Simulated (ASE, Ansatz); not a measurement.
# Random cubic perovskite-type alloy of BaTiO3 and PbTiO3 (40 atoms): support functions against a reference, part 2 of 2

Wanted: errors and times of a linear-scaling basis for random cubic perovskite-type alloy of BaTiO3 and PbTiO3 (40 atoms). A setting counts as converged where the r.m.s. difference of forces stays under 1 % of the r.m.s. force.

Ansatz 0.2.0; Kohn-Sham DFT, PBE, PAW (set soft_2), plane waves.

The cell: 3 Pb, 8 Ti, 24 O and 5 Ba. The host structure and its lattice constant were typed by rule, without a check against the phase diagram. The Brillouin zone is sampled at Γ only, in a cell whose shortest periodic width is 8 Å. The levels lack spin–orbit coupling.

So far. Step 3 (Support functions low): Forces differ from the reference by 0.71 meV/Å r.m.s., 0.23 % of their size, well within a tolerance of 1 %; the energy by -5.2 meV/atom. It took roughly 13 times the reference's time (one timing each, with unlike analyses asked), in 12 cycles against 8. Step 4 (Support functions medium): Forces differ from the reference by 0.7 meV/Å r.m.s., 0.23 % of their size, well within a tolerance of 1 %; the energy by -5.1 meV/atom.

## 6. Support functions medium, radius 3.19 Å

Level of this step: Kohn-Sham DFT, PBE, PAW (set soft_2), localised support functions (medium) (Ansatz).

The radius confines each support function; a larger one gives more freedom and more work per atom.

input.yaml reads:

```yaml
crystal:
  lattice:
    - [7.9776, 0.0, 0.0]
    - [0.0, 7.9776, 0.0]
    - [0.0, 0.0, 7.9776]
  atoms:
    [... the 40 atom lines of step 2 ...]
kpoints:
  mp_grid: { grid: [1, 1, 1] }
hamiltonian:
  xc: pbe
scf:
  occupations: { method: fermi_dirac, width: 0.025 }
  eigensolver: { kind: { support_functions: { accuracy: medium, radius: 3.19 } } }
  max_iter: 150
output:
  forces: true
  eigenvalues: true
```

Command:

```bash
$ ansatz run input.yaml --threads 4 --pin off --max-ram 8192MiB --backend cpu --events-out ev --progress --plain --runs-dir out
```

What it wrote:

```text
Warning: scf.eigensolver.kind.support_functions: disabling space-group detection — the functions' gradient is summed over unrotated k-points, so no spatial operation reduces the k-mesh or symmetrises the density; time reversal is kept, so that k and −k are solved as one point where they differ and the mesh holds both, and exact exchange and, on two spinor components, a DFT+U term hold to it where the run has them: [...]
Warning: basis.ecutwfc = 464 eV, auto-derived: no grid that the accuracy of the support functions lays serves the files at the lower one that their records recommend; a deck with other species or settings can derive another value
settings of this run that can trade accuracy for cost: scf.eigensolver.kind.support_functions [...]
Engine: ansatz 0.2.0, aarch64-unknown-linux-gnu
Pseudopotentials: kind: paw
Pseudopotential: Pb, paw, valence charge 14, recommended cutoff 420 eV (normal), Pb.paw.azcp
Pseudopotential: Ti, paw, valence charge 12, recommended cutoff 420 eV (normal), Ti.paw.azcp
Pseudopotential: O, paw, valence charge 6, recommended cutoff 420 eV (normal), O.paw.azcp
Pseudopotential: Ba, paw, valence charge 10, recommended cutoff 420 eV (normal), Ba.paw.azcp
[... 5 lines on functional and potentials left out ...]
Error: SCF: the radius of support functions is under 3.44 Å, the least for these sites at the functions' level (scf.eigensolver.kind.support_functions.accuracy). Use scf.eigensolver.kind: auto, or type scf.eigensolver.kind.support_functions.radius at least as long, [...]
```

Elapsed: 6.7 s, on 4 threads of Arm Neoverse V1, shared host; peak memory 0.29 GiB; 21 s of CPU time.

The program refuses radii under 3.44 Å for these atoms at this level.

## 7. Support functions medium, radius 3.4 Å

The radius confines each support function; a larger one gives more freedom and more work per atom.

input.yaml, the sections that differ from step 6:

```yaml
scf:
  occupations: { method: fermi_dirac, width: 0.025 }
  eigensolver: { kind: { support_functions: { accuracy: medium, radius: 3.4 } } }
  max_iter: 150
# crystal, kpoints, hamiltonian, output: as in step 6
```

What it wrote:

```text
Warning: scf.eigensolver.kind.support_functions: disabling space-group detection — the functions' gradient is summed over unrotated k-points, so no spatial operation reduces the k-mesh or symmetrises the density; time reversal is kept, so that k and −k are solved as one point where they differ and the mesh holds both, and exact exchange and, on two spinor components, a DFT+U term hold to it where the run has them: [...]
Warning: basis.ecutwfc = 464 eV, auto-derived: no grid that the accuracy of the support functions lays serves the files at the lower one that their records recommend; a deck with other species or settings can derive another value
settings of this run that can trade accuracy for cost: scf.eigensolver.kind.support_functions [...]
Engine: ansatz 0.2.0, aarch64-unknown-linux-gnu
Pseudopotentials: kind: paw
Pseudopotential: Pb, paw, valence charge 14, recommended cutoff 420 eV (normal), Pb.paw.azcp
Pseudopotential: Ti, paw, valence charge 12, recommended cutoff 420 eV (normal), Ti.paw.azcp
Pseudopotential: O, paw, valence charge 6, recommended cutoff 420 eV (normal), O.paw.azcp
Pseudopotential: Ba, paw, valence charge 10, recommended cutoff 420 eV (normal), Ba.paw.azcp
[... 5 lines on functional and potentials left out ...]
Error: SCF: the radius of support functions is under 3.44 Å, the least for these sites at the functions' level (scf.eigensolver.kind.support_functions.accuracy). Use scf.eigensolver.kind: auto, or type scf.eigensolver.kind.support_functions.radius at least as long, [...]
```

Run time: 6.7 s. Hardware: 4 threads; peak memory 0.3 GiB.

The program refuses radii under 3.44 Å for these atoms at this level.

## 8. What each setting buys

Each row is set against the plane-wave reference (Kohn-Sham DFT, PBE, PAW (set soft_2), plane waves; r.m.s. force component 0.309 eV/Å). Energies are set beside the reference only for runs with its functional, potentials and electron count. Times are for 4 threads of Arm Neoverse V1, shared host. The reference's time includes the DOS, ELF, the stress and grids, which some other runs skip.

| run | Δ force, r.m.s. (meV/Å) | share of r.m.s. force (%) | Δ energy (meV/atom) | Δ gap (eV) | cycles | time | host memory (GiB) |
| --- | --- | --- | --- | --- | --- | --- | --- |
| reference | - | - | - | - | 8 | 6.2 s | 0.7 |
| support functions low | 0.713 | 0.231 | -5.15 | -4.0e-4 | 12 | 80 s | 2.3 |
| support functions medium | 0.7 | 0.226 | -5.15 | -5.0e-4 | 14 | 89 s | 2.4 |

## 9. What the reference run shows

With the settings judged, the reference run is read for its physics.

Length of the force by element and coordination:

| element | coordination | atoms | mean length of the force (eV/Å) | spread | least | most |
| --- | --- | --- | --- | --- | --- | --- |
| Ba | all | 5 | 0.355 | 0.0572 | 0.306 | 0.446 |
| O | all | 24 | 0.407 | 0.198 | 0.163 | 0.947 |
| Pb | all | 3 | 0.290 | 0.133 | 0.105 | 0.410 |
| Ti | all | 8 | 0.765 | 0.341 | 0.218 | 1.22 |

Löwdin charges by element and coordination (they lack the spilled electrons, 0.056 e an atom on average):

| element | coordination | atoms | mean charge (e) | spread | least | most |
| --- | --- | --- | --- | --- | --- | --- |
| Ba | all | 5 | 1.76 | 0.0061 | 1.75 | 1.77 |
| O | all | 24 | -0.834 | 0.0231 | -0.871 | -0.798 |
| Pb | all | 3 | 0.926 | 0.0091 | 0.915 | 0.937 |
| Ti | all | 8 | 1.33 | 0.0044 | 1.33 | 1.34 |

Density of states as counts of states in windows of 1 eV (from the Fermi level), total and the larger projections:

| from (eV) | to (eV) | total | O p | Ti d | Ba p |
| --- | --- | --- | --- | --- | --- |
| -14 | -12 | 0.0 | 0.0 | 0.0 | 0.0 |
| -12 | -11 | 5.6 | 0.5 | 0.2 | 4.8 |
| -11 | -10 | 24.4 | 1.0 | 0.1 | 22.5 |
| -10 | -9 | 0.0 | 0.0 | 0.0 | 0.0 |
| -9 | -8 | 1.8 | 0.5 | 0.2 | 0.0 |
| -8 | -7 | 4.2 | 0.9 | 0.2 | 0.0 |
| -7 | -6 | 0.0 | 0.0 | 0.0 | 0.0 |
| -6 | -5 | 9.8 | 6.9 | 1.4 | 0.0 |
| -5 | -4 | 24.2 | 14.8 | 7.2 | 0.5 |
| -4 | -3 | 35.6 | 28.6 | 4.4 | 0.3 |
| -3 | -2 | 29.3 | 24.0 | 2.1 | 0.7 |
| -2 | -1 | 29.9 | 28.0 | 0.3 | 0.4 |
| -1 | 0 | 15.2 | 14.5 | 0.0 | 0.0 |
| 0 | 1 | 12.0 | 0.1 | 11.8 | 0.0 |
| 1 | 2 | 0.0 | 0.0 | 0.0 | 0.0 |
| 2 | 3 | 44.4 | 7.9 | 33.2 | 0.0 |
| 3 | 4 | 11.5 | 1.2 | 5.8 | 0.1 |

The curve was stored every 0.10 eV, coarse against its broadening of 0.08 eV, so these counts are rough.

Between -26 and -14 eV lie 88 more states.

The levels nearest the highest filled one (over half full), pooled over k-points and spins:

| level less the highest filled one (eV) | occupation |
| --- | --- |
| -0.108 | 2 |
| -0.0905 | 2 |
| -0.0579 | 2 |
| -0.0346 | 2 |
| -0.0273 | 2 |
| 0 | 2 |
| 1.42 | 0 |
| 1.43 | 0 |
| 1.43 | 0 |
| 1.50 | 0 |
| 1.50 | 0 |
| 1.54 | 0 |

Electrostatic potential energy in the ac plane at fractional y = 0.003, with atoms of Pb and O and Ba within 0.2 Å of it. With pseudopotentials it is smooth inside the atoms' cores, unlike the true potential.

Ten even steps from '_' (-31 eV) to '@' (15 eV), each cell a mean:
```
::__::##@@@@@@@@**....::__::##@@@@@@%%++__..
__..++%%@@@@@@@@%%--____..++%%@@@@@@@@##--__
++**%%@@@@@@@@@@@@##++++**%%@@@@@@@@@@@@##++
%%@@@@@@%%**##@@@@@@@@%%@@@@@@%%++**@@@@@@%%
@@@@@@@@==__..**@@@@@@@@@@@@@@--__..**@@@@@@
@@@@@@@@::____++@@@@@@@@@@@@%%::____++@@@@@@
@@@@@@@@**::--%%@@@@@@@@@@@@@@**::==%%@@@@@@
**##%%@@@@%%@@@@@@%%######%%@@@@@@@@@@@@%%**
::==**%%@@@@@@@@%%++----==##%%@@@@@@@@##++--
__..==##@@@@@@%%**--..__..==##@@@@@@%%**::__
____--##@@@@@@%%++..______--##@@@@@@%%++..__
__..--##@@@@@@%%++::____..--##@@@@@@%%++::__
::--**%%@@@@@@@@##==::..::++%%@@@@@@@@##==::
++**%%@@@@@@@@@@%%##++++**%%@@@@@@@@@@%%##**
%%@@@@@@%%++**%%@@@@%%%%%%@@@@%%++**@@@@@@%%
@@@@@@@@==____++@@@@@@@@@@@@@@--____**@@@@@@
@@@@@@@@--____++@@@@@@@@@@@@@@--____++@@@@@@
@@@@@@@@##----%%@@@@@@@@@@@@@@##--==%%@@@@@@
##%%@@@@@@@@@@@@@@%%####%%@@@@@@@@@@@@@@%%##
..--##@@@@@@@@@@%%**::::--##@@@@@@@@@@%%++::
..__--%%@@@@@@@@##..__..__--%%@@@@@@@@**..__
==..::##@@@@@@%%++__::==....##@@@@@@%%++__::
```
Columns run along a (8.0 Å; values clipped at the 3rd and 97th percentile), rows up along c (8.0 Å). Atoms in or near the plane, at fractional coordinates: Pb at (0.00, 0.00), O at (0.25, 0.25), Ba at (0.00, 0.51), O at (0.25, 0.75), Pb at (0.50, 0.00), O at (0.75, 0.25), Ba at (0.50, 0.50), O at (0.75, 0.75).

ELF in the ac plane at fractional y = 0.003, with atoms of Pb and O and Ba within 0.2 Å of it. It is the smooth field of the valence electrons, not physical close to the nuclei.

Ten even steps from '_' (0.01) to '@' (0.85), each cell a mean:
```
__::==--..____..====..__::==--..____::====__
--====::__......--====--====::........--====
====::..--++++::..--======::..==**++::..--==
::....==%%@@@@##::..::::....==%%@@@@##--..::
____::##@@##%%@@++..______::##@@**%%@@++..__
____--%%%%++**@@**..______--%%%%++##@@**..__
......**@@%%@@%%==____..__..**@@@@@@%%--__..
%%**::::**%%##==..--**##++::::**%%##==..==##
@@@@##::..--::..--%%@@@@@@**::..--::..==@@@@
--%%@@++______::%%@@**++%%@@++______::%%@@++
__++@@##..____==@@%%..__==@@##..____==@@%%..
::##@@**______--@@@@--..**@@##..____--@@@@--
@@@@%%--__......**@@@@%%@@%%--__......**@@@@
@@##--..==**++::::**@@@@%%==..==**++::::++%%
--....==%%@@@@##::..--==::..==%%@@@@##::..::
____::##@@####@@++..______::##@@**##@@++..__
____::##@@++**@@**..______::%%@@++**@@**..__
..__..++@@@@@@%%==......__..++@@@@@@%%==....
----..::++####==..::------..::++####==..::--
====--....--::..::========--....::::..::====
..--==::______..--==::..--==--______..====::
__..==--..____::==--____..====..____::==--__
```
Columns run along a (8.0 Å), rows up along c (8.0 Å). Atoms in or near the plane, at fractional coordinates: Pb at (0.00, 0.00), O at (0.25, 0.25), Ba at (0.00, 0.51), O at (0.25, 0.75), Pb at (0.50, 0.00), O at (0.75, 0.25), Ba at (0.50, 0.50), O at (0.75, 0.75).

Mean Löwdin charges: Ba +1.76, O -0.83, Pb +0.93, Ti +1.33 e (they miss 0.67 % of the electrons, so they add up to more than the cell's charge). The largest share in the top eV of filled states is O p (96 % of the projected weight), and in the lowest eV of empty states Ti d (99 % of the projected weight).

## 10. Local order

These statistics describe the geometry on which the runs were made.

Density 6.79 g/cm³, 12.69 Å³ an atom.

Pair distribution functions g(r), in bins of 0.2 Å:

| r (Å) | total | O-O | O-Ti | O-Ba | O-Pb | Ti-Ti | Ti-Ba |
| --- | --- | --- | --- | --- | --- | --- | --- |
| 1.90 | 1.82 | 0.00 | 7.60 | 0.00 | 0.00 | 0.00 | 0.00 |
| 2.10 | 1.23 | 0.00 | 5.10 | 0.00 | 0.00 | 0.00 | 0.00 |
| 2.30 | 0.00 | 0.00 | 0.00 | 0.00 | 0.00 | 0.00 | 0.00 |
| 2.50 | 0.00 | 0.00 | 0.00 | 0.00 | 0.00 | 0.00 | 0.00 |
| 2.70 | 1.38 | 2.37 | 0.00 | 2.19 | 2.19 | 0.00 | 0.00 |
| 2.90 | 4.71 | 6.08 | 0.00 | 10.50 | 10.45 | 0.00 | 0.00 |
| 3.10 | 0.00 | 0.00 | 0.00 | 0.00 | 0.00 | 0.00 | 0.00 |
| 3.30 | 0.02 | 0.00 | 0.00 | 0.00 | 0.00 | 0.00 | 0.44 |
| 3.50 | 1.33 | 0.00 | 0.00 | 0.00 | 0.00 | 0.00 | 16.52 |
| 3.70 | 0.00 | 0.00 | 0.00 | 0.00 | 0.00 | 0.00 | 0.00 |
| 3.90 | 1.25 | 2.13 | 0.00 | 0.00 | 0.00 | 5.60 | 0.00 |
| 4.10 | 0.66 | 1.04 | 0.00 | 0.00 | 0.00 | 3.88 | 0.00 |
| 4.30 | 0.08 | 0.00 | 0.33 | 0.00 | 0.00 | 0.00 | 0.00 |
| 4.50 | 2.36 | 0.00 | 9.83 | 0.00 | 0.00 | 0.00 | 0.00 |
| 4.70 | 0.00 | 0.00 | 0.00 | 0.00 | 0.00 | 0.00 | 0.00 |
| 4.90 | 4.06 | 5.64 | 0.00 | 8.47 | 8.46 | 0.00 | 0.00 |
| 5.10 | 0.00 | 0.00 | 0.00 | 0.00 | 0.00 | 0.00 | 0.00 |
| 5.30 | 0.00 | 0.00 | 0.00 | 0.00 | 0.00 | 0.00 | 0.00 |
| 5.50 | 0.15 | 0.23 | 0.00 | 0.00 | 0.00 | 1.22 | 0.00 |
| 5.70 | 1.75 | 2.95 | 0.00 | 0.00 | 0.00 | 8.29 | 0.00 |
| 5.90 | 1.23 | 0.00 | 5.10 | 0.00 | 0.00 | 0.00 | 0.00 |
| 6.10 | 0.47 | 0.00 | 1.94 | 0.00 | 0.00 | 0.00 | 0.00 |
| 6.30 | 2.44 | 3.39 | 0.00 | 5.08 | 5.08 | 0.00 | 0.00 |
| 6.50 | 0.34 | 0.00 | 0.00 | 0.00 | 0.00 | 0.00 | 4.45 |
| 6.70 | 0.77 | 0.00 | 0.00 | 0.00 | 0.00 | 0.00 | 9.41 |
| 6.90 | 0.85 | 1.42 | 0.00 | 0.00 | 0.00 | 4.23 | 0.00 |
| 7.10 | 0.54 | 0.00 | 2.23 | 0.00 | 0.00 | 0.00 | 0.00 |
| 7.30 | 0.46 | 0.06 | 1.67 | 0.15 | 0.10 | 0.00 | 0.00 |

A closer look about Ti37, which bears the longest force: 15 atoms, nearest first, numbered in the order of the input, with positions taken from that point.

| atom | x | y | z | distance (Å) | Löwdin charge (e) | Fx | Fy | Fz (eV/Å) |
| --- | --- | --- | --- | --- | --- | --- | --- | --- |
| Ti37 | 0.00 | 0.00 | 0.00 | 0.00 | 1.33 | -0.52 | -0.28 | 1.07 |
| O38 | 0.03 | 0.02 | -1.96 | 1.96 | -0.83 | 0.05 | -0.07 | -0.51 |
| O40 | -0.01 | -1.98 | 0.05 | 1.98 | -0.85 | 0.03 | -0.15 | -0.08 |
| O33 | 0.04 | 0.02 | 1.99 | 1.99 | -0.83 | 0.02 | 0.17 | 0.01 |
| O19 | 1.99 | 0.02 | 0.01 | 1.99 | -0.81 | 0.03 | -0.02 | -0.17 |
| O30 | 0.00 | 2.00 | 0.03 | 2.00 | -0.81 | 0.02 | 0.69 | 0.11 |
| O39 | -2.01 | 0.03 | 0.00 | 2.01 | -0.87 | 0.55 | -0.15 | -0.10 |
| Pb16 | 1.96 | -2.00 | -1.98 | 3.43 | 0.91 | -0.01 | -0.10 | 0.04 |
| Ba6 | 1.97 | 2.05 | -1.94 | 3.44 | 1.75 | 0.31 | -0.17 | -0.27 |
| Ba36 | -2.00 | -1.97 | -2.00 | 3.44 | 1.76 | 0.08 | -0.19 | 0.23 |
| Pb1 | 1.98 | 1.99 | 2.01 | 3.46 | 0.93 | 0.16 | -0.31 | 0.04 |
| Pb21 | -1.98 | 2.02 | 2.00 | 3.46 | 0.94 | -0.24 | -0.31 | -0.12 |
| Ba31 | -2.02 | -1.98 | 2.00 | 3.47 | 1.77 | 0.29 | 0.27 | -0.06 |
| Ba11 | 2.00 | -1.99 | 2.01 | 3.47 | 1.75 | -0.15 | 0.27 | -0.01 |
| Ba26 | -2.00 | 2.04 | -2.00 | 3.49 | 1.77 | -0.09 | -0.12 | 0.27 |

## 11. What came out

```yaml
free_energy_per_atom: -2478.2309 eV/atom
density: 6.787 g/cm³
pressure: 3.439 GPa
r_m_s_force_component: 0.3092 eV/Å
spacing_of_highest_filled_and_lowest_empty_level: 1.425 eV
wall_time_of_the_3_dft_runs: 2.9 min
```

Against plane waves at 420 eV, the forces differ by 0.7 meV/Å (0.23 %) with support functions medium. At 40 atoms the fastest of the runs at a preset level, support functions low, takes roughly 13 times the time of plane waves (whose run also made extra analyses), in 12 SCF cycles against 8. Differences between support functions and plane waves include what basis error the plane-wave run still has.

The highest filled and lowest empty levels differ by 1.42 eV at Γ alone; the mesh holds the band edges only if they fold onto it, so the gap at this level can be narrower or closed.

**Limits.** The geometry was built by rule, was displaced at random and isn't relaxed at this level: its force components are 0.31 eV/Å r.m.s. The pressure of 3.4 GPa belongs to unrelaxed atoms and would change as they relax.

[Long decimals in the printed logs are rounded to 6 places.]

[Logs are printed without paths, hosts, clocks, repeated set-up lines and the standing remarks that a program may print on its own settings, such as how far it seeks lower states.]

[Hosts, paths, dates, database ids (printed as entryN), source tags and the programs' standing remarks are cut or masked in the printed files.]
